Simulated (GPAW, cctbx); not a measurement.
# Ba3Cu: what bonding does to one electron reflection, worked out

Ba3Cu, Cmmm (no. 65), a = 5.7772 Å, b = 5.8318 Å, c = 10.9231 Å, α = 90.00°, β = 90.00°, γ = 90.00°.

```
atom  mult.    x  y       z
 Ba1      4  1/2  0  0.1725
 Ba2      2    0  0     1/2
 Cu1      2    0  0       0
```

The start was made by putting kin elements into a known structure type; the compound need not exist, or be stable, in this form.

A DFT run (GPAW, PBE, 450 eV, 6×6×2 k-points (along the axes of the calculation cell), Fermi–Dirac width 0.1 eV) gives the static X-ray structure factor of 001 as 50.226 e for the conventional cell; superposed free atoms give 50.053 e. **Problem.** Find the Fourier component V of the crystal potential and the two-beam extinction distance at 200 kV in both cases, then the holographic phase shift per nanometre.

**1. Geometry**

The cell volume is Ω = 368.01 Å³ and d(001) = 10.9231 Å, so g = 1/d = 0.0915 Å⁻¹.

**2. The nuclei**

Electrons feel nuclei as well as electrons, so the nuclear charges are summed with the same phases.

Phase sums Σ exp(2πi h·x), turned so that the total is real and positive: Ba -0.128, Cu +2.000. Then F_Z = 56 × (-0.128) + 29 × (+2.000) = 50.82 e. The electron term has the same sign for this reflection.

**3. Mott–Bethe**

Poisson's equation, term by term, gives V = (e/4πε₀)(F_Z − F)/(πΩg²), with e/4πε₀ = 14.3996 V Å.

The prefactor is 14.3996 × 10.9231²/(π × 368.01) = 1.48604 V per electron. Free atoms: (50.82 − 50.053) × 1.48604 = 1.136 V. Crystal: (50.82 − 50.226) × 1.48604 = 0.879 V. F changes by +0.35 % and V by -22.6 %: the same 0.17 e is measured against F_Z − F = 0.8 e in place of F = 50.1 e.

**4. Extinction distance**

In the two-beam case ξ = 1/(λU) with U = 2γm₀eV/h², that is ξ = 150.41 V Å²/(γλV).

At 200 kV, λ = 0.02508 Å and γ = 1.3914. Free atoms: ξ = 3794 Å. Crystal: ξ = 4904 Å. The thickness fringes go as sin²(πt/ξ), so the two patterns slip by a quarter of a period when t|1/ξ₁ − 1/ξ₀| = 1/4, at t ≈ 419 nm. Thermal motion, absorption and many-beam coupling, left out here, change a real pattern.

**5. Phase shift**

A slab run (normal [001], unrelaxed) gives a mean inner potential of 11.84 V; free atoms give 14.77 V. The phase shift is φ = C_E V₀ t, with C_E = (2π/λE)(E + m₀c²)/(E + 2m₀c²).

C_E = 7.288 × 10⁻³ rad/(V nm). The shift is 0.0863 rad/nm in the crystal and 0.1077 rad/nm for free atoms. A sample 50 nm thick gives φ = 4.31 rad; read with the free-atom value it would seem 40.1 nm thick.

**6. Answer**

V(001) is 0.88 V against 1.14 V, and ξ is 4904 against 3794 Å. The phase shift is 0.086 rad/nm, and free atoms would misjudge a thickness by -20 %. Limits: static atoms, two beams.

[Outputs are excerpts: Python notices, other lines and further rows are left out; steps that failed or that the build refused (PBEsol, TPSS) are not shown.]

[Logs are printed without paths, hosts, clocks, repeated set-up lines and the standing remarks that a program may print on its own settings, such as how far it seeks lower states.]
